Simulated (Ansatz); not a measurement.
# Na on Pd(111): change of the work function

Aim: the work function of Pd(111) at several coverages of Na (fcc site), and the dipole that each adsorbate carries.

Calculated with Ansatz 0.2.0; plane-wave DFT, PBE, Ansatz PAW.

The raw output is cut from this account; settings, times and results stay.

## 1. Starting point

The cell holds 4 atoms: 4 Pd. Cell: a = 2.751 Å, b = 2.751 Å, c = 24.738 Å, α = 90.0°, β = 90.0°, γ = 60.0°. Vacuum lies along c.

## 2. The clean slab

The bare slab comes first, as the zero from which every change is counted. The two lowest layers are held at bulk places and the upper ones relax. The dipole correction removes the false field that a one-sided slab makes across the periodic vacuum, so each face gets a flat vacuum level of its own.

Input file input.yaml:

```yaml
crystal:
  lattice:
    - [2.7506453788, 0.0, 0.0]
    - [1.3753226894, 2.3821287749, 0.0]
    - [0.0, 0.0, 24.7376776414]
  atoms:
    - { symbol: Pd, position: [0.0, 0.0, 0.3638174986] }
    - { symbol: Pd, position: [0.3333333333, 0.3333333333, 0.4546058329] }
    - { symbol: Pd, position: [0.6666666667, 0.6666666667, 0.5453941671] }
    - { symbol: Pd, position: [0.0, 0.0, 0.6361825014] }
kpoints:
  mp_grid: { grid: [12, 12, 1] }
hamiltonian:
  xc: pbe
scf:
  occupations: { method: fermi_dirac, width: 0.1 }
  convergence: { dr2_threshold: 1.0e-08 }
efield:
  axis: 3
  dipole_correction: true
  ramp_position: 0.97
  ramp_width: 0.06
relax:
  f_tol: 0.02
  max_steps: 60
  constraints: [{ sites: [0, 1] }]
output:
  write_potential: true
  write_density: true
  volumetric_format: npy
```

Command:

```sh
ansatz run input.yaml --threads 4 --pin off --max-ram 16384MiB --backend cpu --events-out ev --progress --plain --runs-dir out
```

The job ended after 11 s (4 threads of Intel Xeon Platinum 8259CL at 2.50GHz (Skylake/Cascade Lake), shared host; peak memory 0.57 GiB; 40 s of CPU time).

The steps of the relaxation:

```tsv
step	energy less that of the first step (eV)	largest force component (eV/Å)
1	0.0000	0.3166
2	-0.0129	0.1195
3	-0.0149	0.0100
```

Forces are held to the 6 operations that the program found; a distortion that breaks them can't arise in this run.

The atoms that moved most (Å):

```tsv
atom	dx	dy	dz	length
Pd4	0.000	0.000	0.106	0.106
Pd3	0.000	0.000	0.048	0.048
```

This step gave:

- energy at zero smearing: -27890.2994 eV
- work function, upper face: 5.268 eV
- dipole along the normal: -7.03e-4 e·Å

Running mean over 2.246 Å of the planar mean; the ramp of the sawtooth is left out. Electron's electrostatic potential energy less the Fermi level against z:

```tsv
z (Å)	electron's electrostatic potential energy less the Fermi level (eV)
3.5	5.25
4.0	5.25
4.5	5.25
5.0	5.25
5.5	5.23
6.0	5.19
6.5	5.04
7.0	4.40
7.5	1.79
8.0	-3.11
8.5	-7.03
9.0	-8.25
9.5	-8.43
10.0	-8.48
10.5	-8.52
11.0	-8.56
11.5	-8.51
12.0	-8.24
12.5	-8.12
13.0	-8.35
13.5	-8.50
14.0	-8.28
14.5	-7.92
15.0	-7.94
15.5	-8.20
16.0	-8.01
16.5	-6.08
17.0	-1.45
17.5	2.94
18.0	4.73
18.5	5.13
19.0	5.23
19.5	5.26
20.0	5.27
20.5	5.27
21.0	5.27
21.5	5.27
```

The relaxation took 3 steps and lowered the energy by 0.015 eV; the largest force on the free atoms ends at 0.010 eV/Å.

The work function of the upper face is 5.27 eV.

## 3. The covered slab, k-mesh 4×4×1, coverage 0.111 ML

System of this step: Na/Pd(111). The cell holds 37 atoms: 36 Pd and 1 Na. Cell: a = 8.252 Å, b = 8.252 Å, c = 27.554 Å, α = 90.0°, β = 90.0°, γ = 60.0°. Vacuum lies along c.

The clean slab as it ended is repeated in the plane and the adsorbate is set on one face; the cell's size fixes the coverage, and the k-mesh shrinks with it to keep the sampling density about even. Adsorbate and upper layers relax, since the dipole depends on the height.

Input file input.yaml:

```yaml
crystal:
  lattice:
    - [8.2519361365, 0.0, 0.0]
    - [4.1259680682, 7.1463863246, 0.0]
    - [0.0, 0.0, 27.5541563725]
  atoms:
    - { symbol: Pd, position: [0.0, 0.0, 0.3266294884] }
    - { symbol: Pd, position: [0.1111111111, 0.1111111111, 0.4081377922] }
    - { symbol: Pd, position: [0.2222222222, 0.2222222222, 0.491391738] }
    - { symbol: Pd, position: [0.0, 0.0, 0.5749992896] }
    - { symbol: Pd, position: [0.0, 0.3333333333, 0.3266294884] }
    - { symbol: Pd, position: [0.1111111111, 0.4444444444, 0.4081377922] }
    - { symbol: Pd, position: [0.2222222222, 0.5555555556, 0.491391738] }
    - { symbol: Pd, position: [0.0, 0.3333333333, 0.5749992896] }
[... 25 atom lines left out ...]
    - { symbol: Pd, position: [0.7777777778, 0.7777777778, 0.4081377922] }
    - { symbol: Pd, position: [0.8888888889, 0.8888888889, 0.491391738] }
    - { symbol: Pd, position: [0.6666666667, 0.6666666667, 0.5749992896] }
    - { symbol: Na, position: [0.1111111111, 0.1111111111, 0.6733705116] }
kpoints:
  mp_grid: { grid: [4, 4, 1] }
hamiltonian:
  xc: pbe
scf:
  occupations: { method: fermi_dirac, width: 0.1 }
  convergence: { dr2_threshold: 1.0e-08 }
efield:
  axis: 3
  dipole_correction: true
  ramp_position: 0.97
  ramp_width: 0.06
relax:
  f_tol: 0.02
  max_steps: 60
  constraints:
    - { sites: [0, 1, 4, 5, 8, 9, 12, 13, 16, 17, 20, 21, 24, 25, 28, 29, 32, 33] }
output:
  write_potential: true
  write_density: true
  volumetric_format: npy
```

Elapsed: 6.5 min, on 4 threads; peak memory 11 GiB.

The steps of the relaxation:

```tsv
step	energy less that of the first step (eV)	largest force component (eV/Å)
1	0.0000	0.7445
2	-0.0919	0.5041
3	-0.1430	0.0425
4	-0.1438	0.0091
```

Forces are held to the 6 operations that the program found; a distortion that breaks them can't arise in this run.

The atoms that moved most (Å):

```tsv
atom	dx	dy	dz	length
Na37	0.000	0.000	-0.335	0.335
Pd32	0.003	-0.002	0.031	0.031
Pd24	0.000	0.003	0.031	0.031
Pd20	-0.003	-0.002	0.031	0.031
Pd8	0.000	0.014	-0.010	0.018
Pd16	0.012	-0.007	-0.010	0.018
Pd4	-0.012	-0.007	-0.010	0.018
Pd36	0.000	0.000	0.015	0.015
```

The relaxed structure:

```xyz
37
Lattice="8.2519 0.0000 0.0000 4.1260 7.1464 0.0000 0.0000 0.0000 27.5542" Properties=species:S:1:pos:R:3
Pd    0.0000    0.0000    9.0000
Pd    1.3753    0.7940   11.2459
Pd    2.7540    1.5900   13.5394
Pd   -0.0124   -0.0071   15.8334
Pd    1.3753    2.3821    9.0000
Pd    2.7506    3.1762   11.2459
Pd    4.1273    3.9694   13.5522
Pd    1.3753    2.3964   15.8334
Pd    2.7506    4.7643    9.0000
Pd    4.1260    5.5583   11.2459
Pd    5.5013    6.3485   13.5394
Pd    2.7503    4.7644   15.8588
Pd    2.7506    0.0000    9.0000
Pd    4.1260    0.7940   11.2459
Pd    5.5013    1.5896   13.5522
Pd    2.7630   -0.0071   15.8334
Pd    4.1260    2.3821    9.0000
Pd    5.5013    3.1762   11.2459
Pd    6.8753    3.9694   13.5522
Pd    4.1230    2.3804   15.8742
Pd    5.5013    4.7643    9.0000
Pd    6.8766    5.5583   11.2459
Pd    8.2556    6.3502   13.5389
Pd    5.5013    4.7677   15.8742
Pd    5.5013    0.0000    9.0000
Pd    6.8766    0.7940   11.2459
Pd    8.2486    1.5900   13.5394
Pd    5.5013   -0.0003   15.8588
Pd    6.8766    2.3821    9.0000
Pd    8.2519    3.1762   11.2459
Pd    9.6273    3.9745   13.5389
Pd    6.8796    2.3804   15.8742
Pd    8.2519    4.7643    9.0000
Pd    9.6273    5.5583   11.2459
Pd   10.9989    6.3502   13.5389
Pd    8.2522    4.7644   15.8588
Na    1.3753    0.7940   18.2189
```

Read from the output:

```yaml
energy_at_zero_smearing: -252500.4337 eV
work_function_upper_face: 3.045 eV
work_function_lower_face: 5.258 eV
dipole_along_the_normal: 0.7210 e·Å
step_between_the_vacuum_levels: -2.212 eV
```

Running mean over 2.246 Å of the planar mean; the ramp of the sawtooth is left out. Electron's electrostatic potential energy less the Fermi level against z:

z (Å), electron's electrostatic potential energy less the Fermi level (eV) and a bar from the least value:
```
        4       5.26 ##############################
        5       5.25 ##############################
        6       5.20 ##############################
        7       4.40 ############################
        8      -3.10 ############
        9      -8.25 #
       10      -8.48 
       11      -8.56 
       12      -8.21 #
       13      -8.32 #
       14      -8.26 #
       15      -7.88 #
       16      -8.06 #
       17      -2.23 ##############
       18       2.85 #########################
       19       2.75 #########################
       20       3.01 #########################
       21       3.04 #########################
       22       3.04 #########################
       23       3.05 #########################
       24       3.05 #########################
```

The relaxation took 4 steps and lowered the energy by 0.14 eV; the largest force on the free atoms ends at 0.0091 eV/Å.

The covered face has 3.05 eV, -2.22 eV against the clean one; the bare back face has moved by +0.01 eV, a measure of how thin the slab is.

## 4. The covered slab, k-mesh 6×6×1, coverage 0.25 ML

System of this step: Na/Pd(111). The cell holds 17 atoms: 16 Pd and 1 Na. Cell: a = 5.501 Å, b = 5.501 Å, c = 27.554 Å, α = 90.0°, β = 90.0°, γ = 60.0°. Vacuum lies along c.

Another coverage, to see how the dipoles act on each other as their distance changes.

Input file input.yaml:

```yaml
crystal:
  lattice:
    - [5.5012907577, 0.0, 0.0]
    - [2.7506453788, 4.7642575497, 0.0]
    - [0.0, 0.0, 27.5541563725]
  atoms:
    - { symbol: Pd, position: [0.0, 0.0, 0.3266294884] }
    - { symbol: Pd, position: [0.1666666667, 0.1666666667, 0.4081377922] }
    - { symbol: Pd, position: [0.3333333333, 0.3333333333, 0.491391738] }
    - { symbol: Pd, position: [0.0, 0.0, 0.5749992896] }
    - { symbol: Pd, position: [0.0, 0.5, 0.3266294884] }
    - { symbol: Pd, position: [0.1666666667, 0.6666666667, 0.4081377922] }
    - { symbol: Pd, position: [0.3333333333, 0.8333333333, 0.491391738] }
    - { symbol: Pd, position: [0.0, 0.5, 0.5749992896] }
    - { symbol: Pd, position: [0.5, 0.0, 0.3266294884] }
    - { symbol: Pd, position: [0.6666666667, 0.1666666667, 0.4081377922] }
    - { symbol: Pd, position: [0.8333333333, 0.3333333333, 0.491391738] }
    - { symbol: Pd, position: [0.5, 0.0, 0.5749992896] }
    - { symbol: Pd, position: [0.5, 0.5, 0.3266294884] }
    - { symbol: Pd, position: [0.6666666667, 0.6666666667, 0.4081377922] }
    - { symbol: Pd, position: [0.8333333333, 0.8333333333, 0.491391738] }
    - { symbol: Pd, position: [0.5, 0.5, 0.5749992896] }
    - { symbol: Na, position: [0.1666666667, 0.1666666667, 0.6733705116] }
kpoints:
  mp_grid: { grid: [6, 6, 1] }
hamiltonian:
  xc: pbe
scf:
  occupations: { method: fermi_dirac, width: 0.1 }
  convergence: { dr2_threshold: 1.0e-08 }
efield:
  axis: 3
  dipole_correction: true
  ramp_position: 0.97
  ramp_width: 0.06
relax:
  f_tol: 0.02
  max_steps: 60
  constraints: [{ sites: [0, 1, 4, 5, 8, 9, 12, 13] }]
output:
  dos: { projected: true, e_range: [-8, 4] }
  write_potential: true
  write_density: true
  volumetric_format: npy
  elf: true
```

The job ended after 2.2 min (4 threads; peak memory 3.1 GiB; 8.6 min of CPU time).

Relaxation path:

```tsv
step	energy less that of the first step (eV)	largest force component (eV/Å)
1	0.0000	0.7627
2	-0.1066	0.5921
3	-0.1806	0.1265
4	-0.1842	0.0491
5	-0.1855	0.0024
```

The run keeps the 6 symmetry operations that the program found, so distortions that break them were not tested.

The atoms that moved most (Å):

```tsv
atom	dx	dy	dz	length
Na17	0.000	0.000	-0.380	0.380
Pd16	0.000	0.000	0.096	0.096
Pd4	-0.014	-0.008	-0.002	0.017
Pd12	0.014	-0.008	-0.002	0.017
Pd8	0.000	0.017	-0.002	0.017
Pd11	-0.005	0.003	0.015	0.016
Pd7	0.000	-0.005	0.015	0.016
Pd3	0.005	0.003	0.015	0.016
```

Final coordinates:

```cif
data_structure
_symmetry_space_group_name_H-M 'P 1'
_symmetry_Int_Tables_number 1
_cell_length_a 5.5013
_cell_length_b 5.5013
_cell_length_c 27.5542
_cell_angle_alpha 90.000
_cell_angle_beta 90.000
_cell_angle_gamma 60.000
_cell_volume 722.18
loop_
_atom_site_label
_atom_site_type_symbol
_atom_site_fract_x
_atom_site_fract_y
_atom_site_fract_z
_atom_site_occupancy
Pd1 Pd 0.00000 0.00000 0.32663 1
Pd2 Pd 0.16667 0.16667 0.40814 1
Pd3 Pd 0.33389 0.33389 0.49195 1
Pd4 Pd 0.99825 0.99825 0.57493 1
Pd5 Pd 0.00000 0.50000 0.32663 1
Pd6 Pd 0.16667 0.66667 0.40814 1
Pd7 Pd 0.33389 0.83223 0.49195 1
Pd8 Pd 0.99825 0.50350 0.57493 1
Pd9 Pd 0.50000 0.00000 0.32663 1
Pd10 Pd 0.66667 0.16667 0.40814 1
Pd11 Pd 0.83223 0.33389 0.49195 1
Pd12 Pd 0.50350 0.99825 0.57493 1
Pd13 Pd 0.50000 0.50000 0.32663 1
Pd14 Pd 0.66667 0.66667 0.40814 1
Pd15 Pd 0.83333 0.83333 0.49084 1
Pd16 Pd 0.50000 0.50000 0.57849 1
Na17 Na 0.16667 0.16667 0.65957 1
```

Numbers from this step:

| Item | Value |
| --- | --- |
| energy at zero smearing | -113048.7338 eV |
| work function, upper face | 1.862 eV |
| work function, lower face | 5.251 eV |
| dipole along the normal | 0.4908 e·Å |
| step between the vacuum levels | -3.389 eV |

Running mean over 2.246 Å of the planar mean; the ramp of the sawtooth is left out. The electron's electrostatic potential energy less the Fermi level by z:

```tsv
z (Å)	electron's electrostatic potential energy less the Fermi level (eV)
4	5.25
5	5.25
6	5.20
7	4.39
8	-3.11
9	-8.25
10	-8.48
11	-8.55
12	-8.18
13	-8.29
14	-8.25
15	-7.83
16	-8.12
17	-3.07
18	1.13
19	0.856
20	1.67
21	1.82
22	1.85
23	1.86
24	1.86
```

The density of states has structure finer than the step of the table below, so its rows give means over 0.25 eV. Peaks (eV: height): -3.520: 56.3, -2.470: 77.3, -2.380: 65.2, -2.260: 65.4, -1.650: 53.5, -0.930: 52.9, -0.150: 77.1.

The density of states by energy, zero at the Fermi level; means over each step:

```tsv
energy (eV)	density of states (states/eV a cell)
-6.75	0
-6.50	0.521
-6.25	0.951
-6.00	1.06
-5.75	1.12
-5.50	1.85
-5.25	3.11
-5.00	5.36
-4.75	19.3
-4.50	28.2
-4.25	36.8
-4.00	27.4
-3.75	29.5
-3.50	24.1
-3.25	23.6
-3.00	26.4
-2.75	35.2
-2.50	42.9
-2.25	44.5
-2.00	35.9
-1.75	27.8
-1.50	33.7
-1.25	26.0
-1.00	37.8
-0.75	39.4
-0.50	29.4
-0.25	48.0
0.00	33.8
0.25	10.8
0.50	4.99
0.75	3.88
1.00	5.16
1.25	7.95
1.50	5.45
1.75	4.20
```

Projected DOS per atom over height of the atomic layer and energy from the Fermi level. Layers: Pd4 Pd4 Pd4 Pd4 Na from below.

Values in states/eV, 22 rows by 5 columns, each cell a mean:
```
0.03 0.02 0.02 0.03 0.31
0.09 0.07 0.06 0.10 0.42
0.06 0.07 0.08 0.08 0.45
0.30 0.27 0.27 0.29 0.47
2.18 2.44 2.32 1.70 0.28
2.16 1.81 1.74 2.24 0.17
2.59 1.68 1.89 2.60 0.27
2.05 1.53 1.84 2.08 0.25
2.22 1.27 1.38 2.35 0.30
2.85 2.57 2.44 2.83 0.21
1.91 2.09 1.99 2.00 0.11
1.23 1.38 1.50 1.47 0.05
1.61 1.50 1.73 1.80 0.04
1.58 2.44 2.23 1.51 0.10
0.79 2.22 1.93 0.60 0.17
0.13 0.40 0.32 0.10 0.13
0.02 0.03 0.03 0.02 0.07
0.01 0.01 0.00 0.00 0.03
0.00 0.00 0.00 0.00 0.02
0.00 0.00 0.00 0.00 0.00
0.00 0.00 0.00 0.00 0.00
0.00 0.00 0.00 0.00 0.00
```
Columns: height of the atomic layer (Å) from 9 to 18.2; rows upwards: energy from the Fermi level (eV) from -7.96 to 1.95.

Valence density in the ca plane at fractional y = 0.167, with atoms of Pd and Na within 0.2 Å of it. It is the smooth field of the valence electrons, not physical close to the nuclei.

Values in e/Å³, 8 rows by 16 columns, each cell a mean:
```
 1  0  0  0  1  1  1  1  0  0  0  0  0  0  0  0
 0  1  3  0  1  0  0  0  0  0  0  0  0  0  0  0
 0  3 11  1  0  0  0  0  0  0  0  0  0  0  0  0
 0  1  4  0  1  0  0  0  0  0  0  0  0  0  0  0
 1  0  0  0  1  1  1  1  0  0  0  0  0  0  0  0
 0  1  3  0  1  0  0  0  0  1  0  0  0  0  0  0
 0  3 11  1  0  0  0  0  2 10  0  0  0  0  0  0
 0  1  4  0  0  0  0  0  0  2  0  0  0  0  0  0
```
Columns run along c (16.0 Å, from fractional 0.33 to 0.91 of the cell), rows up along a (5.5 Å). Atoms in or near the plane, at fractional coordinates: Pd at (0.41, 0.17), Pd at (0.41, 0.67), Na at (0.66, 0.17).

ELF in the ca plane at fractional y = 0.167, with atoms of Pd and Na within 0.2 Å of it. It is the smooth field of the valence electrons, not physical close to the nuclei.

Ten even steps from '0' (0.00) to '9' (0.58), each cell a mean:
```
75333333333576433466544200000011100000000000
65333333333576433466543321000111000000000000
44334676433454333344433332211110000000000000
33336888633333322333333322111100000000000000
33337857733333222333333222111000000000000000
33337868733333222333333222111000000000000000
43335888533333322334333322211100000000000000
65333444333465433456533332111111000000000000
76333333333676433467544310000011100000000000
64333444333465433455443101100011100000000000
33335888533343322333342168840001110000000000
33337868733333222333441497981001210000000000
33337857733333222333441585892001210000000000
33336888633333322333341289961001110000000000
54333666433344333344443025410001110000000000
```
Columns run along c (16.0 Å, from fractional 0.33 to 0.91 of the cell), rows up along a (5.5 Å). Atoms in or near the plane, at fractional coordinates: Pd at (0.41, 0.17), Pd at (0.41, 0.67), Na at (0.66, 0.17).

Electrostatic potential energy in the ca plane at fractional y = 0.167, with atoms of Pd and Na within 0.2 Å of it. With pseudopotentials it is smooth inside the atoms' cores, unlike the true potential.

Ten even steps from '0' (-42 eV) to '9' (8 eV), each cell a mean:
```
46899989998645799755789999999999999999999999
46899888998645799755799999999999999999999999
78998545899877899877899999999999999999999999
89985101589989999999999999999999999999999999
99983000389999999999999999999999999999999999
99984000389999999999999999999999999999999999
88987313699888999988899999999999999999999999
57899878999756899865799999999999999999999999
46899999998644799754689999999999999999999999
57898777999756899866799988889999999999999999
88986313699888999988999864688999999999999999
99984000389999999999999720168999999999999999
99983000389999999999999710068999999999999999
89985101589999999999999841378999999999999999
67998546899877899877899987889999999999999999
```
Columns run along c (16.0 Å, from fractional 0.33 to 0.91 of the cell; values clipped at the 3rd and 97th percentile), rows up along a (5.5 Å). Atoms in or near the plane, at fractional coordinates: Pd at (0.41, 0.17), Pd at (0.41, 0.67), Na at (0.66, 0.17).

The relaxation took 5 steps and lowered the energy by 0.19 eV; the largest force on the free atoms ends at 0.0024 eV/Å.

By hand: a sheet of dipoles makes a step −p/(ε₀A) in the electron's potential. With e/ε₀ = 180.95 V·Å, p = 0.4908 e·Å and A = 26.21 Å², that is −180.95 × (0.4908) / 26.21 = -3.389 eV, and the two vacuum levels of the run differ by -3.389 eV.

The covered face has 1.86 eV, -3.41 eV against the clean one; the bare back face has moved by +0.00 eV, a measure of how thin the slab is.

## 5. Work function against coverage

This step: plane-wave DFT, PBE, Ansatz PAW; work function against coverage (Ansatz 0.2.0).

The runs are now put side by side.

This step gave:

* work function of the clean face: 5.268 eV
* largest change of the work function: -3.406 eV

The work function of the covered face by coverage:

```tsv
coverage (adsorbates/nm²)	work function of the covered face (eV)
0.00	5.27
1.70	3.05
3.82	1.86
```

The dipole per adsorbate comes from the change of the cell's dipole. Coverage, by row:

```tsv
coverage (1/nm²)	coverage (ML)	work function (eV)	change (eV)	dipole per adsorbate, positive end outwards (debye)	mean height of the added atoms over the highest substrate atom (Å)
1.696	0.1111	3.045	-2.223	3.494	2.345
3.815	0.25	1.862	-3.406	2.371	2.234
```

## 6. Summary of results

| Quantity | Value |
| --- | --- |
| work function of the clean face | 5.27 eV |
| work function at 0.11 ML | 3.05 eV |
| work function at 0.25 ML | 1.86 eV |
| dipole per adsorbate at 0.11 ML, positive end outwards | 3.49 D |

Na lowers the work function of Pd(111) at the lowest coverage, by 2.22 eV: the adsorbate layer has its positive end outwards. The slab has 4 layers, at the tabulated experimental lattice constant, one starting site was run, and quantum-size effects of a slab this thin can reach one or two tenths of an eV.

[Long decimals in the printed logs are rounded to 6 places.]

[Logs are printed without paths, hosts, clocks, repeated set-up lines and the standing remarks that a program may print on its own settings, such as how far it seeks lower states.]

[Hosts, paths, dates, database ids (printed as entryN), source tags and the programs' standing remarks are cut or masked in the printed files.]

[Maps of the electrostatic potential energy from Ansatz leave out the sawtooth potential of an applied field or a dipole correction, so their vacuum need not be flat; planar profiles and work functions include it.]
